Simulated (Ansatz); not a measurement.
# Sn chain started as a strip of triangles: period, moment and channels by functional, part 2 of 4

Wanted: the relaxed geometry and the open channels of the Sn chain started as a strip of triangles, by several methods.

Ansatz 0.2.0; DFT PBE, plane waves, PAW; relaxation of a chain's period (the session's first sound run).

So far. Step 2 (Relaxing the period, level PBE, cutoff 420 eV): The cell's length comes to 3.057 Å with no moment. That is +12 % against the start, more than a small adjustment.

## (3) The wire at its relaxed period, level PBE, k-mesh 1×1×27

This step: DFT PBE, plane waves, PAW; channels and complex bands of a perfect chain (Ansatz 0.2.0).

At the relaxed period the Bloch states of the perfect chain are found at each energy: those that move forward count the open channels, and those that decay describe how a disturbance dies away inside the wire itself. An energy step of 0.035 eV is under the 0.039 eV that the program asks for its thermal average at 300 K.

input.yaml reads:

```yaml
crystal:
  lattice:
    - [9.0, 0.0, 0.0]
    - [0.0, 7.5, 0.0]
    - [0.0, 0.0, 3.056542265]
  atoms:
    - { symbol: Sn, position: [0.354211815, 0.5, 0.0] }
    - { symbol: Sn, position: [0.645788185, 0.5, 0.5] }
kpoints:
  mp_grid: { grid: [1, 1, 27] }
  band_path: { path: ["Γ", Z], npoints: 60 }
scf:
  occupations: { method: fermi_dirac, width: 0.05 }
hamiltonian:
  xc: pbe
output:
  transmission:
    e_range: [-2, 2]
    de: 0.035
    kmesh: [1, 1]
    reduced_basis: true
    leads: [[0, 0]]
  dos: { projected: true, e_range: [-6, 4] }
  write_potential: true
  write_density: true
  volumetric_format: npy
  elf: true
```

On the command line:

```console
$ ansatz run input.yaml --threads 4 --pin off --max-ram 8192MiB --backend cpu --events-out ev --progress --plain --runs-dir out
```

Numbers of over 12 decimals in the logs are rounded to 6 here.

What it wrote:

```text
[...]
Crystal: 2 atoms, lattice volume = 206.317 Å³
Basis set: ecut = 420 eV, 4017 PW (Γ)
Bands: 18, of which v1, the nominal top of the filled ones, is band 14 counted from 1 (13 counted from 0)
Symmetry: 8 space group operations
[...]
k-points: 14 of 27
[...]
SCF iter   1: F=—  HF=-12047.077467 eV  |F-HF|=—  |Δ(HF+E_count)|=         —  Δρ=1.43e-3  dr2=1.83e-2  ethr=1.77e-3  ⟨swp⟩=6.2  Hψ=1346  notcnv=0
[...]
SCF iter   7: F=-12047.073881 eV  HF=-12047.073881 eV  |F-HF|=3.95e-10  |Δ(HF+E_count)|=   2.56e-7  Δρ=2.00e-6  dr2=1.04e-8  ethr=3.57e-10  ⟨swp⟩=5.1  Hψ=825  notcnv=0
SCF 1 converged in 7 iterations: F = -12047.073881 eV  dr2 = 1.04e-8
[...]
NSCF: frozen V_eff on 61 k-points
transmission: 4 of 24 steps passed
transmission: 8 of 24 steps passed
[...]
transmission: 24 of 24 steps passed
WARN: The output density's exchange-correlation potential varies sharply where the density is thin. Do not read a vacuum level from v_tot or v_xc, or from such a field of the output density. On a cell that repeats whose density bears no net charge and no dipole along the vacuum's axis use v_es (v_loc + v_h of the components); under efield.dipole_correction with no amplitude use v_es + v_field, which holds any externa [...]
SCF converged after 7 iterations
Free energy (F): -12047.073881 eV
[...]
Internal energy: -12047.061495 eV  (E = F + TS)
E sigma→0 (E₀):  -12047.067688 eV
Entropy (-TS):   -0.012385 eV (-6.193 meV/atom)
Fermi energy:    -0.204116 eV
[...]
--- Band table (eV; the first three rows and the last of 14) ---
  k-point 0: bands = [... 10 lower, -9.5121, -6.7992, -1.8979, -1.8380, 0.2857, 2.6440, 3.1747, 4.1024]
  k-point 1: bands = [... 10 lower, -9.4889, -6.7777, -1.8734, -1.8143, 0.3080, 2.6656, 3.1912, 4.1244]
  k-point 2: bands = [... 10 lower, -9.4193, -6.7132, -1.8002, -1.7436, 0.3744, 2.7304, 3.2376, 4.1900]
  k-point 13: bands = [... 10 lower, -5.5878, -5.0422, -2.4526, -1.9389, 1.5892, 1.9169, 2.1609, 2.6759]
--- Transmission ---
  basis      : 595 plane waves across, 4 finite elements along
  points     : 1, standing for a mesh of 1 x 1
  filling    : by the input's occupations and mesh, since the crystals that have channels conduct as metals do. If one of these is a semiconductor, that mesh has misplaced its level
  energies   : 115 from -2.000000 to 1.990000 eV about the Fermi level, 0.035000 eV apart; the leads are filled to 0.000000 eV, and channels, transmission and decay are at -0.005000 eV
  crystal 0  : Sn2, at the sites [0, 0], period 3.0565 Å: whole cells are its period
    offset         : up to 0.0000 Å between an atom of the period and one for which it stands
    filled         : 8.6 meV under the level at which it is neutral
    channels       : 4.000000e0 a spin
    conductance    : 4.3897e14 S/m² at 300 K; may be off by some 0.0 % by where its bands' edges are placed, 1.6 % from the distance to neutral
```

It took 25 s on 4 threads of Arm Neoverse V2, shared host; peak memory 0.68 GiB.

The column dr2 measures how far the density is from self-consistency, as an energy; F and HF (Harris–Foulkes) agree once it is small.

This step gave:

| Item | Value |
| --- | --- |
| energy at zero smearing | -12047.0677 eV |
| channels at the energy nearest the Fermi level, one spin | 4 |
| conductance of the lead as this run defines it | 3.824 G₀ |
| band gap | 0 eV |

Table of open channels of the lead, one spin by energy, zero at the Fermi level:

| energy (eV) | open channels of the lead, one spin |
| --- | --- |
| -2.000 | 2 |
| -1.790 | 2 |
| -1.615 | 4 |
| -1.405 | 4 |
| -1.195 | 4 |
| -0.985 | 4 |
| -0.810 | 4 |
| -0.600 | 4 |
| -0.390 | 4 |
| -0.215 | 4 |
| -0.005 | 4 |
| 0.205 | 2 |
| 0.415 | 2 |
| 0.590 | 3 |
| 0.800 | 3 |
| 1.010 | 3 |
| 1.185 | 3 |
| 1.395 | 5 |
| 1.605 | 5 |
| 1.815 | 5 |

The slowest values at each energy, most degenerate partners merged, listed up to 1.5 1/Å. The Im kz of the slowest decaying states by energy, zero at the Fermi level:

```
energy (eV)  decay 1 (Å⁻¹)  decay 2 (Å⁻¹)  decay 3 (Å⁻¹)  decay 4 (Å⁻¹)
     -2.000          0.268          0.298          0.768           1.14
     -1.790          0.151          0.195          0.737           1.12
     -1.615          0.710           1.10           1.13           1.23
     -1.405          0.676           1.07           1.10           1.21
     -1.195          0.639           1.04           1.08           1.19
     -0.985          0.600           1.02           1.06           1.17
     -0.810          0.565          0.993           1.04           1.15
     -0.600          0.520          0.964           1.02           1.12
     -0.390          0.469          0.934          0.996           1.10
     -0.215          0.421          0.908          0.975           1.08
     -0.005          0.354          0.876          0.949           1.05
      0.205         0.0535          0.270          0.844          0.922
      0.415         0.0740          0.139          0.809          0.894
      0.590         0.0798          0.779          0.870          0.980
      0.800         0.0776          0.742          0.839          0.952
      1.010         0.0653          0.703          0.807          0.924
      1.185         0.0425          0.669          0.779          0.899
      1.395          0.625          0.744          0.869          0.955
      1.605          0.578          0.707          0.837          0.925
      1.815          0.527          0.667          0.804          0.895
```

The electronic bands at the labelled points (eV, zero at the Fermi level):

```
  point  band 11  band 12  band 13  band 14  band 15  band 16  band 17  band 18
      Γ    -9.31    -6.59    -1.69    -1.63     0.49     2.85     3.38     4.31
halfway    -8.24    -5.62    -0.63    -0.59     0.84     1.44     3.49     3.84
      Z    -5.11    -5.11    -2.01    -2.01     1.97     1.97     2.62     2.62
```

The electronic bands as a text plot (rows in eV, shown from -8.0 to 2.6 only):

```
    2.4 |                    **          **       ***************
    2.0 |                      **         ********       ********
    1.5 |                        *********    *********** *****
    1.1 |                 ***********                *****
    0.6 |*****************           **          ****
    0.2 |                              **   *******
   -0.3 |                             ********     ***
   -0.7 |                       *******    **         ***
   -1.1 |              **********            ***         ***
   -1.6 |***************                        ***         ****
   -2.0 |                                          **          **
   -2.5 |                                            **********
   -2.9 |
   -3.4 |
   -3.8 |
   -4.2 |                                          ********
   -4.7 |                                     *****        *****
   -5.1 |                               ******                  *
   -5.6 |                          *****                    ****
   -6.0 |                 *********                     ****
   -6.5 |*****************                           ***
   -6.9 |                                        ****
   -7.3 |                                    ****
   -7.8 |                               *****
         Γ                                                      Z
```

Electrostatic potential energy in the ca plane at fractional y = 0.500, with atoms of Sn within 0.2 Å of it. With pseudopotentials it is smooth inside the atoms' cores, unlike the true potential.

Values in eV, 24 rows by 16 columns, each cell a mean:
```
  4   4   4   4   4   4   4   4   4   4   4   4   4   4   4   4
  4   4   4   4   4   4   4   4   4   4   4   4   4   4   4   4
  4   4   4   4   4   4   4   4   4   4   4   4   4   4   4   4
  4   4   4   4   3   3   3   3   3   3   3   3   3   4   4   4
  3   3   3   2   2   1   0  -1  -1  -1   0   1   2   2   3   3
  2   2   1  -1  -3  -6  -9 -11 -12 -11  -9  -6  -3  -1   1   2
  1   0  -2  -7 -14 -18 -15 -10  -8 -10 -15 -18 -14  -7  -2   0
 -1  -2  -6 -15 -19 -10  11  22  25  22  11 -10 -19 -15  -6  -2
 -1  -3  -7 -17 -19  -4  22  25  25  25  22  -4 -19 -17  -7  -3
  0  -1  -4 -11 -18 -17  -6   5  10   5  -6 -17 -18 -11  -4  -1
  0   0  -1  -4  -8 -13 -16 -16 -16 -16 -16 -13  -8  -4  -1   0
 -2  -2  -2  -2  -2  -3  -4  -5  -6  -5  -4  -3  -2  -2  -2  -2
-13 -12 -10  -7  -4  -2  -1   0   0   0  -1  -2  -4  -7 -10 -12
 -7 -10 -16 -18 -14  -7  -3  -1   0  -1  -3  -7 -14 -18 -16 -10
 24  21  11 -10 -20 -15  -6  -2  -1  -2  -6 -15 -20 -10  11  21
 25  25  22  -4 -19 -17  -7  -3  -1  -3  -7 -17 -19  -4  22  25
 12   6  -6 -17 -18 -11  -4  -1   0  -1  -4 -11 -18 -17  -6   6
-16 -16 -16 -12  -7  -3   0   1   1   1   0  -3  -7 -12 -16 -16
 -5  -4  -3  -1   0   1   2   3   3   3   2   1   0  -1  -3  -4
  2   2   2   2   3   3   3   4   4   4   3   3   3   2   2   2
  3   3   4   4   4   4   4   4   4   4   4   4   4   4   4   3
  4   4   4   4   4   4   4   4   4   4   4   4   4   4   4   4
  4   4   4   4   4   4   4   4   4   4   4   4   4   4   4   4
  4   4   4   4   4   4   4   4   4   4   4   4   4   4   4   4
```
Columns run along c (3.1 Å; values clipped at the 3rd and 97th percentile), rows up along a (9.0 Å). Atoms in or near the plane, at fractional coordinates: Sn at (0.00, 0.35), Sn at (0.50, 0.65).

Valence density in the ca plane at fractional y = 0.500, with atoms of Sn within 0.2 Å of it. It is the smooth field of the valence electrons, not physical close to the nuclei.

Ten steps, logarithmic in the rise over the least value, from '0' (0 e/Å³) to '9' (15 e/Å³), each cell a mean:
```
0000000000000000
0000000000000000
0000000000000000
0000000000000000
0000011111110000
0111122333221111
1112345666543211
1123467898764321
1223568999865322
1122356787653221
1112233444332211
2222222222222222
3322221111122223
6654322111223456
9876432212234678
9986532212235689
8765322111223567
4433211111112334
2211110000011112
0000000000000000
0000000000000000
0000000000000000
0000000000000000
0000000000000000
```
Columns run along c (3.1 Å), rows up along a (9.0 Å). Atoms in or near the plane, at fractional coordinates: Sn at (0.00, 0.35), Sn at (0.50, 0.65).

ELF in the ca plane at fractional y = 0.500, with atoms of Sn within 0.2 Å of it. It is the smooth field of the valence electrons, not physical close to the nuclei.

Ten even steps from '_' (0.00) to '@' (0.73), each cell a mean:
```
________________..______________
______....::----------::....____
......::==++##########++==::....
..::--++##%%@@@@@@@@@@%%##++--::
----++##%%@@@@%%%%%%@@@@%%##++--
==++**####**************####**++
++++**++++====--::--====++++**++
++++++====::__________::====++++
++++====--..__________..--====++
++++======--::......::--======++
++++++++======------======++++++
++++++++++++++======++++++++++++
========++++++++++++++++++======
::::----====++++++++++====----::
______::======++++++======::____
______..======++++++======..____
....::--++++++++++++++++++--::..
==++++++******++++++******++++++
######%%%%##**==--==**##%%%%####
@@@@@@@@%%**==--::--==**%%@@@@@@
@@@@%%##++--::......::--++##%%@@
++++==--::....______....::--==++
::......__________________......
________________________________
```
Columns run along c (3.1 Å), rows up along a (9.0 Å). Atoms in or near the plane, at fractional coordinates: Sn at (0.00, 0.35), Sn at (0.50, 0.65).

By hand: the program gives 4.3897 × 10^14 S/m² over the cell's cross-section of 67.50 Å² = 6.750 × 10^-19 m², so one cell conducts 2.963 × 10^-4 S. Divided by G0 = 2e²/h = 7.748 × 10^-5 S this is 3.82 G0, a resistance of 3.37 kΩ.

At the computed energy nearest the Fermi level there are 4 channels a spin, and the thermal average gives 3.82 G₀.

## (4) Relaxation of atoms and period

This step: DFT LDA, plane waves, PAW; relaxation of a chain's period (Ansatz 0.2.0).

The relaxation is repeated under another functional. LDA has no gradient terms and tends to overbind, so it marks the short end of the likely bond lengths.

input.yaml reads:

```yaml
crystal:
  lattice:
    - [9.0, 0.0, 0.0]
    - [0.0, 7.5, 0.0]
    - [0.0, 0.0, 2.72023]
  atoms:
    - { symbol: Sn, position: [0.370884444, 0.5, 0.0], spin: 0.5 }
    - { symbol: Sn, position: [0.629115556, 0.5, 0.5], spin: 0.5 }
magnetization:
  spin_polarized: true
kpoints:
  mp_grid: { grid: [1, 1, 30] }
scf:
  occupations: { method: fermi_dirac, width: 0.05 }
hamiltonian:
  xc: lda
relax:
  cell: { fix: [a, b, alpha, beta, gamma] }
  max_steps: 60
```

What it wrote:

```text
[...]
Crystal: 2 atoms, lattice volume = 183.616 Å³
Basis set: ecut = 420 eV, 3635 PW (Γ)
Bands: 19, of which v1, the nominal top of the filled ones, is band 14 counted from 1 (13 counted from 0)
Symmetry: 8 space group operations
[...]
k-points: 16 of 30
[...]
Starting moments: Σ|m| = 1 μB on 2 of 2 sites
[...]
0.000000       0.284723       0.000000
        0.000000       0.000000       0.026823
  P = ⅓ Tr σ = -0.1246 GPa (-1.246 kbar)
--- Relaxed structure (6 steps of the walk, 6 accepted, 1 SCFs on fresh bases) ---
[...]
cell:  # Å, volume = 200.9271 Å³
    - [9.0, 0.0, 0.0]
    - [0.0, 7.5, 0.0]
    - [0.0, 0.0, 2.976698]
  atoms:
    - { symbol: Sn, position: [0.357827, 0.5, 0.0] }
    - { symbol: Sn, position: [0.642173, 0.5, 0.5] }
[key lines of the parts left out:]
SCF converged after 6 iterations
Magnetization: 0.0000 μB (14.0000 up, 14.0000 down)
Free energy (F): -11757.260916 eV
Fermi energy:    -0.299024 eV
```

The job ended after 14 s (4 threads; peak memory 0.47 GiB; 51 s of CPU time).

Step by step:

```csv
step,energy less that of the first step (eV),largest force component (eV/Å),pressure (GPa),volume (Å³)
1,0.0000,2.4421,4.25,183.62
2,-0.5347,0.1926,0.32,190.37
3,-0.5636,0.1062,0.13,193.09
4,-0.6031,0.2532,0.03,197.16
5,-0.6236,0.1044,-0.10,201.65
6,-0.6250,0.0007,-0.12,200.93
7*,-0.6259,0.0004,-0.12,200.93
```

Relaxation steps marked * repeat the geometry before them on a plane-wave basis chosen anew for their cell, so energy and pressure can jump there.

The run keeps the 8 symmetry operations that it works with, so distortions that break them were not tested.

```
cell as run  before  after  change
      c (Å)   2.720  2.977  +9.4 %
```

The atoms that moved most (Å, along periodic axes as changes of fractional coordinates times the final cell, across vacuum about the mean position):

```
atom      dx     dy     dz  length
 Sn1  -0.118  0.000  0.000   0.118
 Sn2   0.118  0.000  0.000   0.118
```

Final coordinates:

```xyz
2
Lattice="9.0000 0.0000 0.0000 0.0000 7.5000 0.0000 0.0000 0.0000 2.9767" Properties=species:S:1:pos:R:3
Sn    3.2204    3.7500    0.0000
Sn    5.7796    3.7500    1.4883
```

The cell's length comes to 2.977 Å, -2.6 % against the first run, with no moment.

The cell grew by 9.4 % in its periodic edges. First to last step the energy falls by 0.626 eV, across changes of basis; the largest move, 0.12 Å, is that of Sn1 and 1 other atom alike.

## (5) The wire at its relaxed period, level LDA, k-mesh 1×1×27

This step: DFT LDA, plane waves, PAW; channels and complex bands of a perfect chain (Ansatz 0.2.0).

The channels are counted again under LDA, at the period that it gave.

input.yaml reads:

```yaml
crystal:
  lattice:
    - [9.0, 0.0, 0.0]
    - [0.0, 7.5, 0.0]
    - [0.0, 0.0, 2.9766981737]
  atoms:
    - { symbol: Sn, position: [0.357826552, 0.5, 0.0] }
    - { symbol: Sn, position: [0.642173448, 0.5, 0.5] }
kpoints:
  mp_grid: { grid: [1, 1, 27] }
  band_path: { path: ["Γ", Z], npoints: 60 }
scf:
  occupations: { method: fermi_dirac, width: 0.05 }
hamiltonian:
  xc: lda
output:
  transmission:
    e_range: [-2, 2]
    de: 0.035
    kmesh: [1, 1]
    reduced_basis: true
    leads: [[0, 0]]
  dos: { projected: true, e_range: [-6, 4] }
```

What it wrote:

```text
[...]
Crystal: 2 atoms, lattice volume = 200.927 Å³
Basis set: ecut = 420 eV, 3879 PW (Γ)
Bands: 18, of which v1, the nominal top of the filled ones, is band 14 counted from 1 (13 counted from 0)
Symmetry: 8 space group operations
[...]
k-points: 14 of 27
[...]
k-point 13: bands = [... 10 lower, -5.8551, -5.2374, -2.6925, -2.1087, 1.4973, 1.8550, 2.1422, 2.6936]
--- Transmission ---
  basis      : 595 plane waves across, 4 finite elements along
  points     : 1, standing for a mesh of 1 x 1
[...]
crystal 0  : Sn2, at the sites [0, 0], period 2.9767 Å: whole cells are its period
[...]
filled         : 3.0 meV over the level at which it is neutral
    channels       : 4.000000e0 a spin
[...]
[key lines of the parts left out:]
SCF converged after 7 iterations
Free energy (F): -11757.258545 eV
Fermi energy:    -0.299941 eV
```

Run time: 25 s. Hardware: 4 threads; peak memory 0.65 GiB; 92 s of CPU time.

At the computed energy nearest the Fermi level there are 4 channels a spin, and the thermal average gives 3.94 G₀.

Between step 3 and this run (LDA and another cell) the value for the conductance of the lead as this run defines it moves from 3.82 G₀ to 3.94 G₀ (+3 %).

## (6) Relaxing the period

This step: DFT RPBE, plane waves, PAW; relaxation of a chain's period (Ansatz 0.2.0).

The relaxation is repeated under another functional. RPBE strengthens the exchange enhancement and tends to longer, weaker bonds than PBE.

input.yaml reads:

```yaml
crystal:
  lattice:
    - [9.0, 0.0, 0.0]
    - [0.0, 7.5, 0.0]
    - [0.0, 0.0, 2.72023]
  atoms:
    - { symbol: Sn, position: [0.370884444, 0.5, 0.0], spin: 0.5 }
    - { symbol: Sn, position: [0.629115556, 0.5, 0.5], spin: 0.5 }
magnetization:
  spin_polarized: true
kpoints:
  mp_grid: { grid: [1, 1, 30] }
scf:
  occupations: { method: fermi_dirac, width: 0.05 }
hamiltonian:
  xc: rpbe
relax:
  cell: { fix: [a, b, alpha, beta, gamma] }
  max_steps: 60
```

What it wrote:

```text
[...]
Crystal: 2 atoms, lattice volume = 183.616 Å³
Basis set: ecut = 420 eV, 3635 PW (Γ), exchange–correlation on 128×108×40 points (8 copies of the dense FFT grid, shifted against one another)
Bands: 19, of which v1, the nominal top of the filled ones, is band 14 counted from 1 (13 counted from 0)
Symmetry: 8 space group operations
[...]
0.000000       0.298583       0.000000
        0.000000       0.000000       0.013228
  P = ⅓ Tr σ = -0.1040 GPa (-1.040 kbar)
--- Relaxed structure (7 steps of the walk, 7 accepted, 1 SCFs on fresh bases) ---
[...]
cell:  # Å, volume = 208.5376 Å³
    - [9.0, 0.0, 0.0]
    - [0.0, 7.5, 0.0]
    - [0.0, 0.0, 3.089446]
  atoms:
    - { symbol: Sn, position: [0.352912, 0.5, 0.0] }
    - { symbol: Sn, position: [0.647088, 0.5, 0.5] }
[key lines of the parts left out:]
SCF converged after 7 iterations
Magnetization: -0.0000 μB (14.0000 up, 14.0000 down)
Free energy (F): -12064.471914 eV
Fermi energy:    -0.159792 eV
```

Wall time 20 s (4 threads); peak memory 0.52 GiB; 74 s of CPU time.

Relaxation path:

| step | energy less that of the first step (eV) | largest force component (eV/Å) | pressure (GPa) | volume (Å³) |
| --- | --- | --- | --- | --- |
| 1 | 0.0000 | 3.2332 | 5.80 | 183.62 |
| 2 | -0.8567 | 0.2500 | 1.65 | 189.62 |
| 3 | -0.9850 | 0.0587 | 0.81 | 195.23 |
| 4 | -1.0856 | 0.2627 | 0.15 | 202.77 |
| 5 | -1.1119 | 0.0899 | -0.25 | 211.73 |
| 6 | -1.1198 | 0.0191 | -0.14 | 208.94 |
| 7 | -1.1200 | 0.0072 | -0.11 | 208.54 |
| 8* | -1.1220 | 0.0081 | -0.10 | 208.54 |

Relaxation steps marked * repeat the geometry before them on a plane-wave basis chosen anew for their cell, so energy and pressure can jump there.

Forces are held to the 8 operations that the run works with; a distortion that breaks them can't arise in this run.

| cell as run | before | after | change |
| --- | --- | --- | --- |
| c (Å) | 2.720 | 3.089 | +13.6 % |

The atoms that moved most (Å, along periodic axes as changes of fractional coordinates times the final cell, across vacuum about the mean position):

| atom | dx | dy | dz | length |
| --- | --- | --- | --- | --- |
| Sn1 | -0.162 | 0.000 | 0.000 | 0.162 |
| Sn2 | 0.162 | 0.000 | 0.000 | 0.162 |

Final coordinates:

```cif
data_structure
_symmetry_space_group_name_H-M 'P 1'
_symmetry_Int_Tables_number 1
_cell_length_a 9.0000
_cell_length_b 7.5000
_cell_length_c 3.0894
_cell_angle_alpha 90.000
_cell_angle_beta 90.000
_cell_angle_gamma 90.000
_cell_volume 208.54
loop_
_atom_site_label
_atom_site_type_symbol
_atom_site_fract_x
_atom_site_fract_y
_atom_site_fract_z
_atom_site_occupancy
Sn1 Sn 0.35291 0.50000 0.00000 1
Sn2 Sn 0.64709 0.50000 0.50000 1
```

The cell's length comes to 3.089 Å, +1.1 % against the first run, with no moment. That is +14 % against the start, more than a small adjustment.

(Continued in part 3 of 4.)

[Logs are printed without paths, hosts, clocks, repeated set-up lines and the standing remarks that a program may print on its own settings, such as how far it seeks lower states.]

[Hosts, paths, dates, database ids (printed as entryN), source tags and the programs' standing remarks are cut or masked in the printed files.]
